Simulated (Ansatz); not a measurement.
## CsHgBr3 (Pm-3m): a soft mode frozen in

Wanted: the energy along a soft mode of CsHgBr3 (Pm-3m) and the structure at the end.

Program: Ansatz 0.2.0. Level of theory: DFT PBEsol, scalar-relativistic, plane waves, PAW; PAW set soft_1. Results are calculated unless marked as measured.

The database entry behind the starting cell is an old determination (1928), so it need not match the best structure at ambient conditions.

## Step 1: The structure

Symmetry: Pm-3m, No. 221, cubic system. The conventional cell has a = 5.533 Å, b = 5.533 Å, c = 5.533 Å, α = 90.00°, β = 90.00°, γ = 90.00°. Cs has 12 Br at 3.91 Å nearest. Nearest to Hg lie 6 Br at 2.77 Å. Nearest to Br lie 2 Hg at 2.77 Å and 4 Cs at 3.91 Å. Farther neighbours and most contacts between anions are not listed.

## Step 2: Phonons on a q mesh

The cell comes from relaxations at this level that are not shown. Stability and thermal properties need the whole zone. Linear response on a 2×2×2 q mesh gives force constants as far as a supercell of that size would.

The input, input.yaml:

```yaml
crystal:
  lattice:
    - [5.5331454559, 0.0, 0.0]
    - [0.0, 5.5331454559, 0.0]
    - [0.0, 0.0, 5.5331454559]
  atoms:
    - { symbol: Cs, position: [0.0, 0.0, 0.0] }
    - { symbol: Hg, position: [0.5, 0.5, 0.5] }
    - { symbol: Br, position: [0.0, 0.5, 0.5] }
    - { symbol: Br, position: [0.5, 0.0, 0.5] }
    - { symbol: Br, position: [0.5, 0.5, 0.0] }
kpoints:
  mp_grid: { grid: [6, 6, 6] }
hamiltonian:
  xc: pbesol
  pseudopotentials: { kind: paw, azcp: { folder: soft_1 }, xc_functional: pbe }
scf:
  occupations: { method: methfessel_paxton, width: 0.2 }
output:
  eigenvalues: true
phonons:
  method: dfpt
  qmesh: [2, 2, 2]
  temperatures: { t_max: 1000, t_step: 50 }
  qpath:
    path:
      - [[0.0, 0.0, 0.0], [0.0, 0.5, 0.0], [0.5, 0.5, 0.0], [0.0, 0.0, 0.0], [0.5, 0.5, 0.5], [0.0, 0.5, 0.0]]
      - [[0.5, 0.5, 0.5], [0.5, 0.5, 0.0]]
    npoints: 10
```

The run is started by

```sh
ansatz run input.yaml --threads 4 --pin off --max-ram 10240MiB --backend cpu --events-out ev --progress --plain --runs-dir out
```

Numbers of over 12 decimals in the logs are rounded to 6 here.

Log:

```text
Engine: ansatz 0.2.0, aarch64-unknown-linux-gnu
Pseudopotentials: kind: paw
Pseudopotential: Cs, paw, valence charge 9, recommended cutoff 420 eV (normal), soft_1/Cs.paw.azcp
Pseudopotential: Hg, paw, valence charge 20, recommended cutoff 420 eV (normal), soft_1/Hg.paw.azcp
Pseudopotential: Br, paw, valence charge 7, recommended cutoff 420 eV (normal), soft_1/Br.paw.azcp
Functional definition: PBEsol
  exchange = pbesol_x
  correlation = pbesol_c
Crystal: 5 atoms, lattice volume = 169.401 Å³
Basis set: ecut = 420 eV, 3287 PW (Γ), exchange–correlation on 80×80×80 points (8 copies of the dense FFT grid, shifted against one another)
Bands: 30, of which v1, the nominal top of the filled ones, is band 25 counted from 1 (24 counted from 0)
Symmetry: 48 space group operations
k-points: 20 of 216
Non-local potential: Cs, projectors of the file, l = 0: 3, l = 1: 2, l = 2: 2, l = 3: 2
Non-local potential: Hg, projectors of the file, l = 0: 3, l = 1: 2, l = 2: 2, l = 3: 1
Non-local potential: Br, projectors of the file, l = 0: 2, l = 1: 2, l = 2: 2
PAW form: soft (Blöchl's): semilocal exchange-correlation on the pseudo side does not see the compensation charge
PAW frozen core: Cs, regenerated for the run's functional, and the local potential with it (the file was generated under x = pbe(κ = 0.804, μ = 0.219515), c = pbe(β = 0.066725))
PAW frozen core: Hg, regenerated for the run's functional, and the local potential with it (the file was generated under x = pbe(κ = 0.804, μ = 0.219515), c = pbe(β = 0.066725))
PAW frozen core: Br, regenerated for the run's functional, and the local potential with it (the file was generated under x = pbe(κ = 0.804, μ = 0.219515), c = pbe(β = 0.066725))
PAW one-centre angular grid: Cs, 194 points (default); XC on 64 Gauss nodes
PAW one-centre angular grid: Hg, 590 points (default); XC on 64 Gauss nodes
PAW one-centre angular grid: Br, 110 points (default); XC on 64 Gauss nodes
Initial density: superposition of atomic densities (chi_scale 0.1, normalization cell, long waves kept (reshape's long-wave potential 0.00 eV rms))
Initial wavefunctions: pseudopotential atomic-orbital guess
Functional: x = pbesol(κ = 0.804, μ = 0.123457), c = pbesol(β = 0.046)
SCF iter   1: F=—  HF=-27471.624670 eV  |F-HF|=—  |Δ(HF+E_count)|=         —  Δρ=2.82e-2  dr2=2.52e0  ethr=3.10e-3  ⟨swp⟩=7.1  Hψ=2649  notcnv=0
preconditioner: auto → Kerker (q_TF=auto, 2.226 Å⁻¹)  [metal: Δε(μ)=0.153 eV  Ē_g=10.230 eV  σ=0.200 eV  W_gap=0.49  n_scr=26 (ndim 8)  ℏωp=18.0 eV  f_vac=0.012  D(μ)=0.78/eV (n_scr^D=0)]
SCF iter   2: F=—  HF=-27471.040012 eV  |F-HF|=—  |Δ(HF+E_count)|=   5.85e-1  S|Δr|=    0.00e0  Δρ=1.51e-2  dr2=1.23e0  ethr=3.10e-3  ⟨swp⟩=3.1  Hψ=1054  notcnv=0  defer=16
preconditioner: auto → Resta (q_TF=auto, 2.226 Å⁻¹)  ε∞=4.1  [insulator: Δε(μ)=0.190 eV  Ē_g=10.317 eV  σ=0.200 eV  W_gap=0.56  n_scr=26 (ndim 8)  ℏωp=18.0 eV  f_vac=0.020  D(μ)=0.71/eV (n_scr^D=0)  ε∞_Penn≈4.1]
SCF iter   3: F=—  HF=-27470.478145 eV  |F-HF|=—  |Δ(HF+E_count)|=   5.62e-1  S|Δr|=    0.00e0  Δρ=6.00e-3  dr2=1.72e-1  ethr=2.46e-3  ⟨swp⟩=3.2  Hψ=1224  notcnv=0  defer=16
SCF iter   4: F=—  HF=-27470.397878 eV  |F-HF|=—  |Δ(HF+E_count)|=   8.03e-2  S|Δr|=    0.00e0  Δρ=2.23e-3  dr2=1.77e-2  ethr=3.43e-4  ⟨swp⟩=2.8  Hψ=1209  notcnv=0  defer=13
SCF iter   5: F=—  HF=-27470.394579 eV  |F-HF|=—  |Δ(HF+E_count)|=   3.30e-3  S|Δr|=    0.00e0  Δρ=5.46e-4  dr2=5.92e-4  ethr=3.54e-5  ⟨swp⟩=2.0  Hψ=925  notcnv=0  defer=13
SCF iter   6: F=—  HF=-27470.395000 eV  |F-HF|=—  |Δ(HF+E_count)|=   4.20e-4  S|Δr|=    0.00e0  Δρ=1.49e-4  dr2=3.19e-5  ethr=1.18e-6  ⟨swp⟩=2.0  Hψ=1172  notcnv=0  defer=15
SCF iter   7: F=—  HF=-27470.395033 eV  |F-HF|=—  |Δ(HF+E_count)|=   3.34e-5  S|Δr|=    0.00e0  Δρ=1.63e-5  dr2=3.75e-7  ethr=6.38e-8  ⟨swp⟩=2.0  Hψ=1056  notcnv=0  defer=15
SCF iter   8: F=—  HF=-27470.395024 eV  |F-HF|=—  |Δ(HF+E_count)|=   9.04e-6  S|Δr|=    0.00e0  Δρ=4.63e-6  dr2=5.08e-8  ethr=7.51e-10  ⟨swp⟩=2.0  Hψ=934  notcnv=0  defer=15
SCF iter   9: F=—  HF=-27470.395024 eV  |F-HF|=—  |Δ(HF+E_count)|=   1.27e-7  S|Δr|=    0.00e0  Δρ=1.15e-6  dr2=3.91e-9  ethr=1.02e-10  ⟨swp⟩=2.1  Hψ=963  notcnv=0  defer=15
SCF iter  10: F=—  HF=-27470.395024 eV  |F-HF|=—  |Δ(HF+E_count)|=   6.25e-9  S|Δr|=    0.00e0  Δρ=3.81e-7  dr2=4.48e-10  ethr=7.82e-12  ⟨swp⟩=2.1  Hψ=914  notcnv=0  defer=15
SCF iter  11: F=-27470.395024 eV  HF=-27470.395024 eV  |F-HF|=1.46e-11  |Δ(HF+E_count)|=  6.91e-10  S|Δr|=    0.00e0  Δρ=7.18e-8  dr2=8.39e-12  ethr=1.00e-12  ⟨swp⟩=11.6  Hψ=3906  notcnv=0
SCF 1 converged in 11 iterations: F = -27470.395024 eV  dr2 = 8.39e-12
  greatest PAW one-centre occupation: 1.000 electrons in one spin orbital (limit 2), on the Hg atom at site 1 (counted from 0), in its partial waves of l = 0
Initial density: read from a saved state, or passed on in memory by an earlier SCF of this step, an earlier step, the calling program or the single point that the run made first
iter 1 solved again at ethr=4.05e-7 eV; its pass at ethr=3.10e-3 eV (dr2=2.02e-4 eV) is discarded
SCF iter   1: F=—  HF=-27470.395019 eV  |F-HF|=—  |Δ(HF+E_count)|=         —  Δρ=7.99e-7  dr2=6.61e-10  ethr=4.05e-7  ⟨swp⟩=3.3  Hψ=4400  notcnv=0
eigensolver tolerance schedule: the retry pair's looser diagonalisation over-reported the residual by 306236.45 of it (diagonalisation noise at an unbounded share of the residual, at the tolerance the schedule requests for it); recorded, not acted on — ethr = c·dr2/N_el stays at c = 1.0e-1
preconditioner: auto → Resta (q_TF=auto, 2.226 Å⁻¹)  ε∞=3.8  [insulator: Δε(μ)=0.173 eV  Ē_g=10.771 eV  σ=0.200 eV  W_gap=0.53  n_scr=26 (ndim 8)  ℏωp=18.0 eV  f_vac=0.038  D(μ)=0.74/eV (n_scr^D=0)  ε∞_Penn≈3.8]
SCF iter   2: F=—  HF=-27470.395024 eV  |F-HF|=—  |Δ(HF+E_count)|=   4.65e-6  S|Δr|=    0.00e0  Δρ=4.88e-7  dr2=3.03e-10  ethr=1.32e-12  ⟨swp⟩=4.1  Hψ=1924  notcnv=0
SCF iter   3: F=—  HF=-27470.395024 eV  |F-HF|=—  |Δ(HF+E_count)|=  6.18e-11  S|Δr|=    0.00e0  Δρ=2.94e-7  dr2=1.02e-10  ethr=1.00e-12  ⟨swp⟩=1.0  Hψ=600  notcnv=0
SCF iter   4: F=—  HF=-27470.395024 eV  |F-HF|=—  |Δ(HF+E_count)|=  2.55e-11  S|Δr|=    0.00e0  Δρ=1.39e-7  dr2=2.00e-11  ethr=1.00e-12  ⟨swp⟩=1.0  Hψ=600  notcnv=0
SCF iter   5: F=-27470.395024 eV  HF=-27470.395024 eV  |F-HF|=0.00e0  |Δ(HF+E_count)|=    0.00e0  S|Δr|=    0.00e0  Δρ=4.47e-8  dr2=1.91e-12  ethr=1.00e-12  ⟨swp⟩=4.3  Hψ=1552  notcnv=0
SCF 2 converged in 5 iterations: F = -27470.395024 eV  dr2 = 1.91e-12
phonons: the bands overlap, so this run is a metal and interpolates without the dipole-dipole term. If the crystal is really an insulator or semiconductor, its LO-TO splitting is missing
NSCF: frozen V_eff on 20 k-points
NSCF: frozen V_eff on 64 k-points
DFPT response loops at q = (0, 0, 0) (fractional): preconditioner auto → Kerker (q_TF=auto, 2.226 Å⁻¹) (partly filled bands, converged f_vac=0.038); β = 1.00, the filter's whole step (`scf.mixing.beta` (0.50) is not read by the response loops under this deck's `scf.mixing.preconditioner`; to damp them name `kerker` or `kerker_dos`, under which they read `scf.mixing.beta`, and type it under 1.00, their step now; both keys bind the ground state too); Broyden in place of MSR1
NSCF: frozen V_eff on 128 k-points
DFPT response loops at q = (0, 0, -0.5) (fractional): mixed as the last ones told, above
NSCF: frozen V_eff on 128 k-points
DFPT response loops at q = (0, -0.5, -0.5) (fractional): mixed as the last ones told, above
NSCF: frozen V_eff on 128 k-points
DFPT response loops at q = (-0.5, -0.5, -0.5) (fractional): mixed as the last ones told, above
SCF converged after 11 iterations
Stability not checked: this state was not tested for a lower state beside it, because cold or Methfessel-Paxton smearing, or corrected tetrahedra, fill the levels in a way that the test cannot read (fill_not_monotonic; see scf.lower_state_search)
Free energy (F): -27470.395024 eV
Harris-Foulkes:  -27470.395024 eV  (|F-HF|=1.46e-11)
Internal energy: -27470.393277 eV  (E = F + TS)
E sigma→0 (E₀):  -27470.394587 eV
Entropy (-TS):   -0.001748 eV (-0.350 meV/atom)
Fermi energy:    4.441244 eV
--- Per-component energies (eV) ---
  E_band       = -644.051930
  E_kinetic    = 1113.130001
  E_local      = -5119.802680  (includes V_loc(G=0)·N_el)
  E_nonlocal   = 267.590355
  E_hartree    = 2144.373042
  E_xc         = -970.505623
  E_vxc        = -712.104398  (∫ρ·V_xc dr)
  E_paw        = -21597.509702  (= ΣΔE_a)
  E_vpaw       = -481.611724  (= ΣTr[D̂ρ^β])
  E_aug_tail   = 0.000432  (compensation charges beyond the density's cutoff)
  E_ewald      = -3308.418788
  E_core_change = 0.749686  (= ΣΔE_core)
  E_smearing   = -0.001748  (= −TS)
  E_closure    = 0.000000  (closes the sum)
  Σ components = -27470.395024   (vs F -27470.395024, Δ=0.00e0)
--- Band table (eV; the first three rows and the last of 20) ---
  k-point 0: bands = [... 21 lower, 3.0110, 3.0110, 3.3029, 3.3029, 3.3029, 8.5940, 9.2844, 9.2844, ... 1 higher]
  k-point 1: bands = [... 21 lower, 2.9964, 2.9964, 3.2658, 3.2658, 4.1847, 8.9392, 9.5075, 9.5613, ... 1 higher]
  k-point 2: bands = [... 21 lower, 2.9918, 2.9918, 3.1708, 3.1708, 5.7220, 9.7304, 10.1349, 10.2175, ... 1 higher]
  k-point 19: bands = [... 21 lower, 3.6770, 3.6770, 4.4331, 4.4331, 8.8126, 8.8126, 8.8126, 9.4953, ... 1 higher]
--- Phonons (Γ-DFPT): 4 representative perturbations + reference (Σ response iterations 13) ---
  ASR residual: 4.512e-5 → 0.000e0 eV/Å²; symmetrization residual: 1.524e-5 eV/Å²
  ASR residual per site (eV/Å²): 3.63e-5 1.60e-6 4.51e-5 4.51e-5 4.51e-5
  Γ frequencies (cm⁻¹): 0.00 0.00 0.00 28.25 28.25 28.25 38.64 38.64 38.64 41.09 41.09 41.09 147.92 147.92 147.92
--- Phonons (arbitrary-q DFPT): 4 irreducible q on the 2×2×2 mesh ---
  q = [0.0000, 0.0000, 0.0000] (star 1, of the zone-centre solve; hermiticity 5.86e-6, symmetrization 1.71e-12): -0.00 0.00 0.00 28.25 28.25 28.25 38.64 38.64 38.64 41.09 41.09 41.09 147.92 147.92 147.92
  q = [0.0000, 0.0000, -0.5000] (star 3, 9 solved perturbations in 504 linear systems a pass and spin channel, the states on 64 of 216 k-point pairs; hermiticity 4.35e-6, symmetrization 6.32e-13): 24.77 24.77 27.51 27.51 38.52 38.52 42.25 42.44 42.90 42.90 55.92 88.85 126.52 148.85 148.85
  q = [0.0000, -0.5000, -0.5000] (star 3, 9 solved perturbations in 504 linear systems a pass and spin channel, the states on 64 of 216 k-point pairs; hermiticity 3.01e-6, symmetrization 4.63e-13): -81.40 -7.57 30.89 31.21 36.75 36.75 41.03 41.03 45.13 45.13 65.87 89.96 89.96 149.88 151.34
  q = [-0.5000, -0.5000, -0.5000] (star 1, 4 solved perturbations in 184 linear systems a pass and spin channel, the states on 64 of 216 k-point pairs; hermiticity 1.94e-6, symmetrization 2.00e-11): -85.00 -85.00 -11.45 -11.45 -11.45 33.89 33.89 33.89 59.92 59.92 59.92 90.73 90.73 90.73 165.44
  sum rule: each row above includes the acoustic sum rule's correction from the zone centre's row sums; it moved no ω² by more than (0.39 cm⁻¹)²
  mesh force constants: q→R imaginary residual 4.57e-18; ASR residual 4.512e-5 → 0.000e0 eV/Å²; symmetrization residual 5.329e-15 eV/Å²
  interpolated dispersion: 62 rows × 15 modes
  density of states and harmonic sums: on the 12×12×12 q-mesh, interpolated from the force constants of a 2×2×2 supercell (no non-analytic term)
  largest difference from the sums on the solved wave vectors: F 2.90e-1 eV, S 3.57e-4 and C_V 7.30e-5 eV/K
  zero-point energy: 0.052769 eV/cell   skipped modes (ω ≤ 0): 93, of them read as no rigid motion or as one in doubt: 90 (9.624e-1 modes/cell left out, lowest -85.00 cm⁻¹)   left out of the sums: 6.43e-2 of the cell's modes: C_V's classical limit lies that fraction below 3 k_B per atom; for a crystal, a wire or a layer, F and S can be off by more, and a phonons.interpolated_qmesh denser along its periods is the remedy for the sampling
```

Wall time 2.9 min (4 threads of Arm Neoverse V2, shared host); peak memory 1.2 GiB; 11 min of CPU time.

In the SCF lines HF is the Harris–Foulkes energy and dr2 the Hartree energy of the density residual, in eV; the loop may stop once dr2 is under the threshold and the program's other checks hold. Hψ counts applications of the Hamiltonian.

This step gave:

| Property | Result |
| --- | --- |
| volume per atom | 33.88 Å³ |
| gap on the k-mesh | 0 eV |
| sum-rule residual before enforcement | 4.51e-5 eV/Å² |
| lowest frequency on the path | -85.00 cm⁻¹ |
| point group | m-3m |
| highest frequency on the path or at a solved wavevector | 170 cm⁻¹ |
| highest optical mode at the zone centre (no LO-TO term) | 147.9 cm⁻¹ |
| lowest optical zone-centre mode | 28.25 cm⁻¹ |
| lowest mode on the q mesh (acoustic modes at Γ apart) | -85 cm⁻¹ |

Frequencies (cm⁻¹) solved at each irreducible wavevector; negative means imaginary. Frequencies by wavevector, by row:

```tsv
q in reciprocal lattice units	star	mode 1	mode 2	mode 3	mode 4	mode 13	mode 14	mode 15
0 0 0	1	0	0	0	28.2	147.9	147.9	147.9
0 0 -0.5	3	24.8	24.8	27.5	27.5	126.5	148.8	148.8
0 -0.5 -0.5	3	-81.4	-7.6	30.9	31.2	90	149.9	151.3
-0.5 -0.5 -0.5	1	-85	-85	-11.4	-11.4	90.7	90.7	165.4
```

Interpolated from a 2×2×2 q mesh. Phonon branches along the path, in cm⁻¹:

```tsv
point	branch 1	branch 2	branch 3	branch 4	branch 12	branch 13	branch 14	branch 15
Γ	0	0	0	28	41	148	148	148
halfway	16	16	29	29	62	139	148	148
X	25	25	28	28	89	126	149	149
halfway	-30	20	28	29	87	89	149	155
M	-81	-8	31	31	90	90	150	151
halfway	-17	22	30	31	66	112	149	156
Γ	0	0	0	28	41	148	148	148
halfway	-12	-12	26	33	69	110	110	169
R	-85	-85	-11	-11	91	91	91	165
halfway	-42	14	18	25	81	90	108	169
X	25	25	28	28	89	126	149	149
jump to R	-85	-85	-11	-11	91	91	91	165
halfway	-83	-10	19	22	90	90	94	168
M	-81	-8	31	31	90	90	150	151
```

Symmetry leaves 4 wavevectors to solve. The lowest mode among them, the acoustic zeros apart, lies at q = (-0.5, -0.5, -0.5) and is imaginary, 85.0i cm⁻¹, so the energy falls along it.

## Step 3: The mode frozen in, largest atomic shift 0 Å

The mode followed lies at q = (-0.5, -0.5, -0.5) with frequency 85.0i cm⁻¹ and is 2-fold degenerate, the softest among the wavevectors solved. At small amplitude the distorted cell has space group no. 139 by a symmetry search on the positions. The undistorted cell that holds it gives the zero of energy on the same k mesh.

System of this step: CsHgBr3. The structure is cubic, space group Pm-3m (No. 221). The conventional cell has a = 5.533 Å, b = 5.533 Å, c = 5.533 Å, α = 90.00°, β = 90.00°, γ = 90.00°. Cs has 12 Br at 3.91 Å nearest. Nearest to Hg lie 6 Br at 2.77 Å. Nearest to Br lie 2 Hg at 2.77 Å and 4 Cs at 3.91 Å. Farther neighbours and most contacts between anions are not listed.

input.yaml, the sections that differ from step 2:

```yaml
crystal:
  lattice:
    - [5.5331454559, 5.5331454559, 0.0]
    - [5.5331454559, 0.0, 5.5331454559]
    - [5.5331454559, 0.0, -5.5331454559]
  atoms:
    - { symbol: Cs, position: [0.0, 0.5, 0.5] }
    - { symbol: Cs, position: [0.0, 0.0, 1.0] }
    - { symbol: Hg, position: [0.5, 0.25, 0.75] }
    - { symbol: Hg, position: [0.5, 0.75, 0.25] }
    - { symbol: Br, position: [0.5, 0.0, 0.5] }
    - { symbol: Br, position: [0.5, 0.5, 0.0] }
    - { symbol: Br, position: [0.0, 0.5, 0.0] }
    - { symbol: Br, position: [0.0, 0.0, 0.5] }
    - { symbol: Br, position: [0.5, 0.0, 1.0] }
    - { symbol: Br, position: [0.5, 0.5, 0.5] }
output:
  forces: true
  stress: true
  eigenvalues: true
# kpoints, hamiltonian, scf: as in step 2
# phonons: removed
```

Log:

```text
[...]
Crystal: 10 atoms, lattice volume = 338.802 Å³
Basis set: ecut = 420 eV, 6615 PW (Γ), exchange–correlation on 108×108×108 points (8 copies of the dense FFT grid, shifted against one another)
Bands: 60, of which v1, the nominal top of the filled ones, is band 50 counted from 1 (49 counted from 0)
Symmetry: 96 space group operations
[...]
k-points: 16 of 216
[...]
k-point 0: bands = [... 46 lower, 3.6768, 3.6768, 3.6768, 4.4329, 4.4329, 8.5940, 8.8127, 8.8127, ... 4 higher]
  k-point 1: bands = [... 46 lower, 3.5587, 3.6259, 3.9151, 4.1965, 4.1965, 8.2409, 8.8500, 9.1887, ... 4 higher]
  k-point 2: bands = [... 46 lower, 3.4060, 3.4924, 3.8094, 3.8094, 4.9243, 7.1843, 9.4294, 9.9033, ... 4 higher]
  k-point 15: bands = [... 46 lower, 3.2395, 3.2793, 3.5285, 4.0161, 6.8557, 7.4123, 10.2009, 10.4138, ... 4 higher]
[key lines of the parts left out:]
SCF converged after 8 iterations
Free energy (F): -54940.794830 eV
Fermi energy:    4.360144 eV
P = ⅓ Tr σ = -0.0104 GPa (-0.104 kbar)
```

The job ended after 5.2 s (4 threads; peak memory 0.93 GiB; 20 s of CPU time).

This step gave:

- pressure: -0.01035 GPa
- energy from the undistorted cell: 0 meV/atom

The run ends at a pressure of -0.01 GPa.

## Step 4: The mode frozen in, largest atomic shift 0.14 Å

The atoms are moved along the unstable eigenvector, the largest shift by 0.14 Å, with the cell fixed.

input.yaml, the sections that differ from step 3:

```yaml
crystal:
  lattice:
    - [5.5331454559, 5.5331454559, 0.0]
    - [5.5331454559, 0.0, 5.5331454559]
    - [5.5331454559, 0.0, -5.5331454559]
  atoms:
    - { symbol: Cs, position: [0.0, 0.5, 0.5] }
    - { symbol: Cs, position: [0.0, 0.0, 1.0] }
    - { symbol: Hg, position: [0.5, 0.25, 0.75] }
    - { symbol: Hg, position: [0.5, 0.75, 0.25] }
    - { symbol: Br, position: [0.5, -0.006325516, 0.493674484] }
    - { symbol: Br, position: [0.5, 0.506325516, 0.006325516] }
    - { symbol: Br, position: [0.0253020639, 0.487348968, -0.012651032] }
    - { symbol: Br, position: [-0.0253020639, 0.012651032, 0.512651032] }
    - { symbol: Br, position: [0.5, -0.006325516, 1.006325516] }
    - { symbol: Br, position: [0.5, 0.506325516, 0.493674484] }
# kpoints, hamiltonian, scf, output: as in step 3
```

Log:

```text
[...]
Crystal: 10 atoms, lattice volume = 338.802 Å³
Basis set: ecut = 420 eV, 6615 PW (Γ), exchange–correlation on 108×108×108 points (8 copies of the dense FFT grid, shifted against one another)
Bands: 60, of which v1, the nominal top of the filled ones, is band 50 counted from 1 (49 counted from 0)
Symmetry: 16 space group operations
[...]
k-points: 30 of 216
[...]
k-point 0: bands = [... 46 lower, 3.6646, 3.6646, 3.7291, 4.5100, 4.6672, 8.5999, 8.8044, 8.8396, ... 6 higher]
  k-point 1: bands = [... 46 lower, 3.5787, 3.6418, 3.6517, 4.2800, 4.6161, 8.2931, 8.8442, 9.1929, ... 6 higher]
  k-point 2: bands = [... 46 lower, 3.4225, 3.5063, 3.7151, 3.8998, 5.1458, 7.2641, 9.4223, 9.8787, ... 6 higher]
  k-point 29: bands = [... 46 lower, 3.1327, 3.1327, 3.7097, 4.5003, 6.7992, 8.2144, 9.9910, 9.9910, ... 6 higher]
[key lines of the parts left out:]
SCF converged after 9 iterations
Free energy (F): -54940.825958 eV
Fermi energy:    4.532946 eV
P = ⅓ Tr σ = 0.3252 GPa (3.252 kbar)
```

Wall time 11 s (4 threads); peak memory 1.1 GiB.

This step gave:

| Property | Result |
| --- | --- |
| pressure | 0.3252 GPa |
| gap on the k-mesh | 0.09668 eV |
| energy from the undistorted cell | -3.158 meV/atom |

The energy, extrapolated to zero smearing, is -3.16 meV/atom against the undistorted cell.

The run ends at a pressure of 0.33 GPa, with forces up to 0.091 eV/Å.

## Step 5: Energy along the mode, all amplitudes (two of the runs are shown above)

An imaginary frequency means negative curvature, so the energy should fall and then rise again as anharmonic terms take over.

Numbers from this step:

```yaml
depth_at_the_lowest_point_sampled: 3.158 meV/atom
largest_atomic_shift_at_that_point: 0.14 Å
```

The energy from the parent by largest atomic shift:

```tsv
largest atomic shift (Å)	energy from the parent (meV/atom)
0.000	0
0.040	-0.359
0.080	-1.35
0.140	-3.16
0.220	-2.67
0.320	10.5
```

Displacement at unit largest shift by atom:

```tsv
atom	x (Å)	y (Å)	z (Å)	size
Cs1	0.00	0.00	0.00	0.00
Cs2	0.00	0.00	0.00	0.00
Hg3	0.00	0.00	0.00	0.00
Hg4	0.00	0.00	0.00	0.00
Br5	-0.50	0.00	0.00	0.50
Br6	0.50	0.00	0.00	0.50
Br7	0.00	1.00	0.00	1.00
Br8	0.00	-1.00	0.00	1.00
Br9	0.00	0.00	-0.50	0.50
Br10	0.00	0.00	0.50	0.50
```

The lowest of the steps tried is at 0.14 Å, 3.16 meV/atom below the parent; the bottom of the well need not coincide with a step.

(Continued in part 2 of 3.)

[Logs are printed without paths, hosts, clocks, repeated set-up lines and the standing remarks that a program may print on its own settings, such as how far it seeks lower states.]

[Hosts, paths, dates, database ids (printed as entryN), source tags and the programs' standing remarks are cut or masked in the printed files.]
